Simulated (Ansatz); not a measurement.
# H on Zr(0001): change of the work function, part 2 of 4

Wanted: Δφ(θ) for H/Zr(0001), starting from the fcc site.

Ansatz 0.2.0; plane-wave DFT, PBE, Ansatz PAW.

So far, work function, upper face (eV): step 2 (the clean slab) 4.17.

### 3. Adsorbate added, k-mesh 4×4×1, coverage 0.111 ML

System of this step: H/Zr(0001). The cell holds 37 atoms: 36 Zr and 1 H. Cell: a = 9.690 Å, b = 9.690 Å, c = 26.697 Å, α = 90.0°, β = 90.0°, γ = 60.0°. Vacuum lies along c.

The clean slab as it ended is repeated in the plane and the adsorbate is set on one face; the cell's size fixes the coverage, and the k-mesh shrinks with it to keep the sampling density about even. Adsorbate and upper layers relax, since the dipole depends on the height.

Input file input.yaml:

```yaml
crystal:
  lattice:
    - [9.69, 0.0, 0.0]
    - [4.845, 8.3917861626, 0.0]
    - [0.0, 0.0, 26.6967416837]
  atoms:
    - { symbol: Zr, position: [0.2222222222, 0.2222222222, 0.3371197919] }
    - { symbol: Zr, position: [0.0, 0.0, 0.43348717] }
    - { symbol: Zr, position: [0.2222222222, 0.2222222222, 0.533584179] }
    - { symbol: Zr, position: [0.0, 0.0, 0.6249681877] }
    - { symbol: Zr, position: [0.2222222222, 0.5555555556, 0.3371197919] }
    - { symbol: Zr, position: [0.0, 0.3333333333, 0.43348717] }
    - { symbol: Zr, position: [0.2222222222, 0.5555555556, 0.533584179] }
    - { symbol: Zr, position: [0.0, 0.3333333333, 0.6249681877] }
    - { symbol: Zr, position: [0.2222222222, 0.8888888889, 0.3371197919] }
    - { symbol: Zr, position: [0.0, 0.6666666667, 0.43348717] }
    - { symbol: Zr, position: [0.2222222222, 0.8888888889, 0.533584179] }
    - { symbol: Zr, position: [0.0, 0.6666666667, 0.6249681877] }
    - { symbol: Zr, position: [0.5555555556, 0.2222222222, 0.3371197919] }
    - { symbol: Zr, position: [0.3333333333, 0.0, 0.43348717] }
    - { symbol: Zr, position: [0.5555555556, 0.2222222222, 0.533584179] }
    - { symbol: Zr, position: [0.3333333333, 0.0, 0.6249681877] }
    - { symbol: Zr, position: [0.5555555556, 0.5555555556, 0.3371197919] }
    - { symbol: Zr, position: [0.3333333333, 0.3333333333, 0.43348717] }
    - { symbol: Zr, position: [0.5555555556, 0.5555555556, 0.533584179] }
    - { symbol: Zr, position: [0.3333333333, 0.3333333333, 0.6249681877] }
    - { symbol: Zr, position: [0.5555555556, 0.8888888889, 0.3371197919] }
    - { symbol: Zr, position: [0.3333333333, 0.6666666667, 0.43348717] }
    - { symbol: Zr, position: [0.5555555556, 0.8888888889, 0.533584179] }
    - { symbol: Zr, position: [0.3333333333, 0.6666666667, 0.6249681877] }
    - { symbol: Zr, position: [0.8888888889, 0.2222222222, 0.3371197919] }
    - { symbol: Zr, position: [0.6666666667, 0.0, 0.43348717] }
    - { symbol: Zr, position: [0.8888888889, 0.2222222222, 0.533584179] }
    - { symbol: Zr, position: [0.6666666667, 0.0, 0.6249681877] }
    - { symbol: Zr, position: [0.8888888889, 0.5555555556, 0.3371197919] }
    - { symbol: Zr, position: [0.6666666667, 0.3333333333, 0.43348717] }
    - { symbol: Zr, position: [0.8888888889, 0.5555555556, 0.533584179] }
    - { symbol: Zr, position: [0.6666666667, 0.3333333333, 0.6249681877] }
    - { symbol: Zr, position: [0.8888888889, 0.8888888889, 0.3371197919] }
    - { symbol: Zr, position: [0.6666666667, 0.6666666667, 0.43348717] }
    - { symbol: Zr, position: [0.8888888889, 0.8888888889, 0.533584179] }
    - { symbol: Zr, position: [0.6666666667, 0.6666666667, 0.6249681877] }
    - { symbol: H, position: [0.1111111111, 0.1111111111, 0.6628802081] }
kpoints:
  mp_grid: { grid: [4, 4, 1] }
hamiltonian:
  xc: pbe
scf:
  occupations: { method: fermi_dirac, width: 0.1 }
  convergence: { dr2_threshold: 1.0e-08 }
efield:
  axis: 3
  dipole_correction: true
  ramp_position: 0.97
  ramp_width: 0.06
relax:
  f_tol: 0.02
  max_steps: 60
  constraints:
    - { sites: [0, 1, 4, 5, 8, 9, 12, 13, 16, 17, 20, 21, 24, 25, 28, 29, 32, 33] }
output:
  write_potential: true
  write_density: true
  volumetric_format: npy
```

Launch:

```sh
> ansatz run input.yaml --threads 4 --pin off --max-ram 16384MiB --backend cpu --events-out ev --progress --plain --runs-dir out
```

Numbers of over 12 decimals in the logs are rounded to 6 here.

Output:

```text
[...]
Crystal: 37 atoms, lattice volume = 2170.883 Å³
Basis set: ecut = 420 eV, 42437 PW (Γ), exchange–correlation on 144×144×360 points (8 copies of the dense FFT grid, shifted against one another)
Bands: 260, of which v1, the nominal top of the filled ones, is band 217 counted from 1 (216 counted from 0)
Symmetry: 6 space group operations
[...]
k-points: 4 of 16 (time reversal used)
[...]
SCF iter   1: F=—  HF=-150619.245358 eV  |F-HF|=—  |Δ(HF+E_count)|=         —  Δρ=4.72e-3  dr2=4.86e0  ethr=1.77e-3  p=0.028 e·Å  D=2.34e-3 V/Å  ΔV_dip=-0.06 eV  dr2_dipole=5.32e-2  V_vac-E_F(+/−)=4.04/4.11 eV  ⟨swp⟩=10.2  Hψ=4939  notcnv=0
[...]
SCF iter  10: F=-150619.130981 eV  HF=-150619.130981 eV  |F-HF|=3.49e-9  |Δ(HF+E_count)|=   2.70e-8  Δρ=2.07e-7  dr2=3.12e-9  ethr=2.31e-12  p=0.016 e·Å  D=1.34e-3 V/Å  ΔV_dip=-0.04 eV  dr2_dipole=6.57e-12  V_vac-E_F(+/−)=4.14/4.18 eV  ⟨swp⟩=10.5  Hψ=7089  notcnv=0
SCF 1 converged in 10 iterations: F = -150619.130981 eV  dr2 = 3.12e-9
[...]
relax step   1: F+E_penalty+E_count = -150619.13098129 eV  Δ(F+E_penalty+E_count) = +0.000e0 eV  max|allowed force component| = 1.495e-1 eV/Å  Δτ_max = 0.0000 Å  (10 SCF iters, accepted)
[...]
SCF iter   9: F=-150619.130499 eV  HF=-150619.130499 eV  |F-HF|=1.30e-8  |Δ(HF+E_count)|=   7.35e-8  Δρ=3.46e-7  dr2=6.68e-9  ethr=2.31e-12  p=0.011 e·Å  D=9.17e-4 V/Å  ΔV_dip=-0.02 eV  dr2_dipole=8.28e-10  V_vac-E_F(+/−)=4.15/4.18 eV  ⟨swp⟩=13.2  Hψ=9528  notcnv=0
SCF 2 converged in 9 iterations: F = -150619.130499 eV  dr2 = 6.68e-9
relax step   2: F+E_penalty+E_count = -150619.13049908 eV  Δ(F+E_penalty+E_count) = +4.822e-4 eV  max|allowed force component| = 1.493e-1 eV/Å  Δτ_max = 0.1300 Å  (9 SCF iters, rejected (line search))
SCF iter   1: F=—  HF=-150619.157802 eV  |F-HF|=—  |Δ(HF+E_count)|=         —  Δρ=1.11e-3  dr2=1.17e-1  ethr=2.82e-4  p=0.011 e·Å  D=9.17e-4 V/Å  ΔV_dip=-0.02 eV  dr2_dipole=7.63e-5  V_vac-E_F(+/−)=4.16/4.18 eV  ⟨swp⟩=2.2  Hψ=1693  notcnv=0
[...]
SCF iter   9: F=-150619.146315 eV  HF=-150619.146315 eV  |F-HF|=3.64e-9  |Δ(HF+E_count)|=   3.41e-8  Δρ=2.46e-7  dr2=3.47e-9  ethr=2.31e-12  p=0.013 e·Å  D=1.09e-3 V/Å  ΔV_dip=-0.03 eV  dr2_dipole=1.30e-10  V_vac-E_F(+/−)=4.15/4.18 eV  ⟨swp⟩=14.2  Hψ=9411  notcnv=0
SCF 3 converged in 9 iterations: F = -150619.146315 eV  dr2 = 3.47e-9
[...]
relax step   3: F+E_penalty+E_count = -150619.14631509 eV  Δ(F+E_penalty+E_count) = -1.533e-2 eV  max|allowed force component| = 2.169e-2 eV/Å  Δτ_max = 0.0634 Å  (9 SCF iters, accepted)
SCF iter   1: F=—  HF=-150619.147940 eV  |F-HF|=—  |Δ(HF+E_count)|=         —  Δρ=1.98e-4  dr2=4.27e-3  ethr=9.55e-6  p=0.013 e·Å  D=1.09e-3 V/Å  ΔV_dip=-0.03 eV  dr2_dipole=2.57e-4  V_vac-E_F(+/−)=4.15/4.18 eV  ⟨swp⟩=2.0  Hψ=1573  notcnv=0
[...]
SCF iter   7: F=-150619.146830 eV  HF=-150619.146830 eV  |F-HF|=8.93e-9  |Δ(HF+E_count)|=   2.05e-8  Δρ=3.28e-7  dr2=4.62e-9  ethr=2.31e-12  p=0.013 e·Å  D=1.06e-3 V/Å  ΔV_dip=-0.03 eV  dr2_dipole=2.72e-11  V_vac-E_F(+/−)=4.15/4.18 eV  ⟨swp⟩=11.0  Hψ=7860  notcnv=0
SCF 4 converged in 7 iterations: F = -150619.146830 eV  dr2 = 4.62e-9
relax step   4: F+E_penalty+E_count = -150619.14682983 eV  Δ(F+E_penalty+E_count) = -5.147e-4 eV  max|allowed force component| = 9.398e-3 eV/Å  Δτ_max = 0.0129 Å  (7 SCF iters, accepted)
NSCF: frozen V_eff on 4 k-points
[...]
SCF converged after 7 iterations
Free energy (F): -150619.146830 eV
[...]
Internal energy: -150617.178136 eV  (E = F + TS)
E sigma→0 (E₀):  -150618.162483 eV
Entropy (-TS):   -1.968694 eV (-53.208 meV/atom)
Fermi energy:    2.960597 eV
Dipole field:    D = 0.001055 V/Å  (p = 0.012654 e·Å, saw-weighted, corrected)
Work function:   Φ+ = 4.1517 eV   Φ− = 4.1799 eV
[...]
--- Forces (eV/Å), atoms counted from 1 ---
  atom   1  Zr     0.00740969     0.00427798     0.45548696
  atom   2  Zr     0.00341474     0.00197150    -0.42539943
  atom   3  Zr    -0.00026058    -0.00015045     0.00558630
  atom   4  Zr    -0.00039031    -0.00022534    -0.00191733
  atom   5  Zr    -0.00915383     0.00528497     0.45265446
  atom   6  Zr     0.00000000    -0.00394300    -0.42539943
  atom   7  Zr    -0.00007076     0.00004086    -0.00263532
  atom   8  Zr     0.00000000     0.00045069    -0.00191733
  atom   9  Zr    -0.00000000    -0.00855597     0.45548696
  atom  10  Zr     0.01903808    -0.01099164    -0.49146342
  atom  11  Zr     0.00000000     0.00030090     0.00558630
  atom  12  Zr    -0.00121311     0.00070039    -0.00187047
  atom  13  Zr    -0.00000000    -0.01056993     0.45265446
  atom  14  Zr    -0.00341474     0.00197150    -0.42539943
  atom  15  Zr     0.00000000    -0.00008171    -0.00263532
  atom  16  Zr     0.00039031    -0.00022534    -0.00191733
  atom  17  Zr     0.00915383     0.00528497     0.45265446
  atom  18  Zr    -0.00696381    -0.00402056    -0.43513011
  atom  19  Zr     0.00007076     0.00004086    -0.00263532
  atom  20  Zr     0.00813881     0.00469895     0.00187557
  atom  21  Zr    -0.00561773     0.00324340     0.44035075
  atom  22  Zr     0.00000000     0.00804111    -0.43513011
  atom  23  Zr    -0.00326475     0.00188491     0.00358718
  atom  24  Zr     0.00000000    -0.00939789     0.00187557
  atom  25  Zr    -0.00740969     0.00427798     0.45548696
  atom  26  Zr     0.00000000     0.02198329    -0.49146342
  atom  27  Zr     0.00026058    -0.00015045     0.00558630
  atom  28  Zr    -0.00000000    -0.00140078    -0.00187047
  atom  29  Zr    -0.00000000    -0.00648680     0.44035075
  atom  30  Zr     0.00696381    -0.00402056    -0.43513011
  atom  31  Zr    -0.00000000    -0.00376981     0.00358718
  atom  32  Zr    -0.00813881     0.00469895     0.00187557
  atom  33  Zr     0.00561773     0.00324340     0.44035075
  atom  34  Zr    -0.01903808    -0.01099164    -0.49146342
  atom  35  Zr     0.00326475     0.00188491     0.00358718
  atom  36  Zr     0.00121311     0.00070039    -0.00187047
  atom  37  H      0.00000000    -0.00000000    -0.00334005
  max |Σ_I F_I| component: 3.53e-5 eV/Å
--- Band table (eV) ---
  k-point 0: bands = [... 213 lower, 3.0166, 3.0280, 3.0292, 3.0292, 3.0806, 3.0835, 3.1064, 3.1064, ... 39 higher]
  k-point 1: bands = [... 213 lower, 2.8622, 2.9037, 2.9551, 2.9593, 2.9841, 3.0221, 3.0970, 3.1660, ... 39 higher]
  k-point 2: bands = [... 213 lower, 2.8444, 2.8509, 2.9331, 2.9931, 2.9976, 3.0044, 3.0211, 3.0758, ... 39 higher]
  k-point 3: bands = [... 213 lower, 2.8189, 2.8652, 2.9111, 2.9234, 2.9559, 2.9879, 3.0057, 3.0133, ... 39 higher]
--- Relaxed structure (4 steps of the walk, 3 accepted, 0 SCFs on fresh bases) ---
  F+E_penalty+E_count = -150619.14682983 eV   max|allowed force component| = 9.398e-3 eV/Å
  atoms:
    - { symbol: Zr, position: [0.222222, 0.222222, 0.3371197919] }
    - { symbol: Zr, position: [1.1111101403313758e-11, 1.1111101403313757e-11, 0.433487] }
    - { symbol: Zr, position: [0.222023, 0.222023, 0.534223] }
    - { symbol: Zr, position: [0.000361582, 0.000361582, 0.626077] }
    - { symbol: Zr, position: [0.222222, 0.555556, 0.3371197919] }
    - { symbol: Zr, position: [1.1111139786024182e-11, 0.333333, 0.433487] }
    - { symbol: Zr, position: [0.221699, 0.555817, 0.533376] }
    - { symbol: Zr, position: [0.000361582, 0.332610, 0.626077] }
    - { symbol: Zr, position: [0.222222, 0.888889, 0.3371197919] }
    - { symbol: Zr, position: [-2.2222224060897133e-11, 0.666667, 0.433487] }
    - { symbol: Zr, position: [0.222023, 0.889288, 0.534223] }
    - { symbol: Zr, position: [-0.000904068, 0.667119, 0.624640] }
    - { symbol: Zr, position: [0.555556, 0.222222, 0.3371197919] }
    - { symbol: Zr, position: [0.333333, 1.1111101403313757e-11, 0.433487] }
    - { symbol: Zr, position: [0.555817, 0.221699, 0.533376] }
    - { symbol: Zr, position: [0.332610, 0.000361582, 0.626077] }
    - { symbol: Zr, position: [0.555556, 0.555556, 0.3371197919] }
    - { symbol: Zr, position: [0.333333, 0.333333, 0.433487] }
    - { symbol: Zr, position: [0.555817, 0.555817, 0.533376] }
    - { symbol: Zr, position: [0.334221, 0.334221, 0.624951] }
    - { symbol: Zr, position: [0.555556, 0.888889, 0.3371197919] }
    - { symbol: Zr, position: [0.333333, 0.666667, 0.433487] }
    - { symbol: Zr, position: [0.555697, 0.888818, 0.532790] }
    - { symbol: Zr, position: [0.334221, 0.664892, 0.624951] }
    - { symbol: Zr, position: [0.888889, 0.222222, 0.3371197919] }
    - { symbol: Zr, position: [0.666667, -2.222223468803194e-11, 0.433487] }
    - { symbol: Zr, position: [0.889288, 0.222023, 0.534223] }
    - { symbol: Zr, position: [0.667119, -0.000904068, 0.624640] }
    - { symbol: Zr, position: [0.888889, 0.555556, 0.3371197919] }
    - { symbol: Zr, position: [0.666667, 0.333333, 0.433487] }
    - { symbol: Zr, position: [0.888818, 0.555697, 0.532790] }
    - { symbol: Zr, position: [0.664892, 0.334221, 0.624951] }
    - { symbol: Zr, position: [0.888889, 0.888889, 0.3371197919] }
    - { symbol: Zr, position: [0.666667, 0.666667, 0.433487] }
    - { symbol: Zr, position: [0.888818, 0.888818, 0.532790] }
    - { symbol: Zr, position: [0.667119, 0.667119, 0.624640] }
    - { symbol: H, position: [0.111111, 0.111111, 0.665738] }
```

It took 8.3 min on 4 threads of Arm Neoverse V1, shared host; peak memory 9.1 GiB.

Relaxation path:

```
step  energy less that of the first step (eV)  largest force component (eV/Å)
   1                                   0.0000                          0.1495
   2                                   0.0005                          0.1493
   3                                  -0.0153                          0.0217
   4                                  -0.0158                          0.0094
```

Relaxation step 2 was tried and not accepted.

Forces are held to the 6 operations that the run works with; a distortion that breaks them can't arise in this run.

The atoms that moved most (Å):

| atom | dx | dy | dz | length |
| --- | --- | --- | --- | --- |
| H37 | 0.000 | 0.000 | 0.076 | 0.076 |
| Zr8 | 0.000 | -0.006 | 0.030 | 0.030 |
| Zr4 | 0.005 | 0.003 | 0.030 | 0.030 |
| Zr16 | -0.005 | 0.003 | 0.030 | 0.030 |
| Zr23 | 0.001 | -0.001 | -0.021 | 0.021 |
| Zr31 | 0.000 | 0.001 | -0.021 | 0.021 |
| Zr35 | -0.001 | -0.001 | -0.021 | 0.021 |
| Zr27 | 0.003 | -0.002 | 0.017 | 0.017 |

The relaxed structure:

```cif
data_structure
_symmetry_space_group_name_H-M 'P 1'
_symmetry_Int_Tables_number 1
_cell_length_a 9.6900
_cell_length_b 9.6900
_cell_length_c 26.6967
_cell_angle_alpha 90.000
_cell_angle_beta 90.000
_cell_angle_gamma 60.000
_cell_volume 2170.88
loop_
_atom_site_label
_atom_site_type_symbol
_atom_site_fract_x
_atom_site_fract_y
_atom_site_fract_z
_atom_site_occupancy
Zr1 Zr 0.22222 0.22222 0.33712 1
Zr2 Zr 0.00000 0.00000 0.43349 1
Zr3 Zr 0.22202 0.22202 0.53422 1
Zr4 Zr 0.00036 0.00036 0.62608 1
Zr5 Zr 0.22222 0.55556 0.33712 1
Zr6 Zr 0.00000 0.33333 0.43349 1
Zr7 Zr 0.22170 0.55582 0.53338 1
Zr8 Zr 0.00036 0.33261 0.62608 1
Zr9 Zr 0.22222 0.88889 0.33712 1
Zr10 Zr 0.00000 0.66667 0.43349 1
Zr11 Zr 0.22202 0.88929 0.53422 1
Zr12 Zr 0.99910 0.66712 0.62464 1
Zr13 Zr 0.55556 0.22222 0.33712 1
Zr14 Zr 0.33333 0.00000 0.43349 1
Zr15 Zr 0.55582 0.22170 0.53338 1
Zr16 Zr 0.33261 0.00036 0.62608 1
Zr17 Zr 0.55556 0.55556 0.33712 1
Zr18 Zr 0.33333 0.33333 0.43349 1
Zr19 Zr 0.55582 0.55582 0.53338 1
Zr20 Zr 0.33422 0.33422 0.62495 1
Zr21 Zr 0.55556 0.88889 0.33712 1
Zr22 Zr 0.33333 0.66667 0.43349 1
Zr23 Zr 0.55570 0.88882 0.53279 1
Zr24 Zr 0.33422 0.66489 0.62495 1
Zr25 Zr 0.88889 0.22222 0.33712 1
Zr26 Zr 0.66667 0.00000 0.43349 1
Zr27 Zr 0.88929 0.22202 0.53422 1
Zr28 Zr 0.66712 0.99910 0.62464 1
Zr29 Zr 0.88889 0.55556 0.33712 1
Zr30 Zr 0.66667 0.33333 0.43349 1
Zr31 Zr 0.88882 0.55570 0.53279 1
Zr32 Zr 0.66489 0.33422 0.62495 1
Zr33 Zr 0.88889 0.88889 0.33712 1
Zr34 Zr 0.66667 0.66667 0.43349 1
Zr35 Zr 0.88882 0.88882 0.53279 1
Zr36 Zr 0.66712 0.66712 0.62464 1
H37 H 0.11111 0.11111 0.66574 1
```

This step gave:

* energy at zero smearing: -150618.1625 eV
* work function, upper face: 4.152 eV
* work function, lower face: 4.180 eV
* dipole along the normal: 0.01265 e·Å
* step between the vacuum levels: -0.02816 eV

Running mean over 2.573 Å of the planar mean; the ramp of the sawtooth is left out. Table of electron's electrostatic potential energy less the Fermi level by z:

z (Å), electron's electrostatic potential energy less the Fermi level (eV) and a bar from the least value:
```
      3.5       4.18 ##############################
      4.0       4.18 ##############################
      4.5       4.17 ##############################
      5.0       4.15 ##############################
      5.5       4.09 ##############################
      6.0       3.92 #############################
      6.5       3.44 ############################
      7.0       2.13 #########################
      7.5      -1.01 ##################
      8.0      -5.14 #########
      8.5      -7.74 ###
      9.0      -8.44 ##
      9.5      -8.43 ##
     10.0      -8.32 ##
     10.5      -8.28 ##
     11.0      -8.29 ##
     11.5      -8.29 ##
     12.0      -8.17 ##
     12.5      -7.80 ###
     13.0      -7.64 ####
     13.5      -7.93 ###
     14.0      -8.25 ##
     14.5      -8.49 ##
     15.0      -8.97 #
     15.5      -9.26 
     16.0      -8.98 #
     16.5      -8.67 #
     17.0      -8.24 ##
     17.5      -6.48 ######
     18.0      -2.68 ###############
     18.5       1.09 #######################
     19.0       3.03 ###########################
     19.5       3.76 #############################
     20.0       4.02 ##############################
     20.5       4.11 ##############################
     21.0       4.14 ##############################
     21.5       4.15 ##############################
     22.0       4.15 ##############################
     22.5       4.15 ##############################
     23.0       4.15 ##############################
     23.5       4.15 ##############################
```

The relaxation took 4 steps and lowered the energy by 0.016 eV; the largest force on the free atoms ends at 0.0094 eV/Å.

The covered face has 4.15 eV, -0.01 eV against the clean one; the bare back face has moved by +0.00 eV, a measure of how thin the slab is.

(Continued in part 3 of 4.)

[Logs are printed without paths, hosts, clocks, repeated set-up lines and the standing remarks that a program may print on its own settings, such as how far it seeks lower states.]

[Hosts, paths, dates, database ids (printed as entryN), source tags and the programs' standing remarks are cut or masked in the printed files.]

[Maps of the electrostatic potential energy from Ansatz leave out the sawtooth potential of an applied field or a dipole correction, so their vacuum need not be flat; planar profiles and work functions include it.]
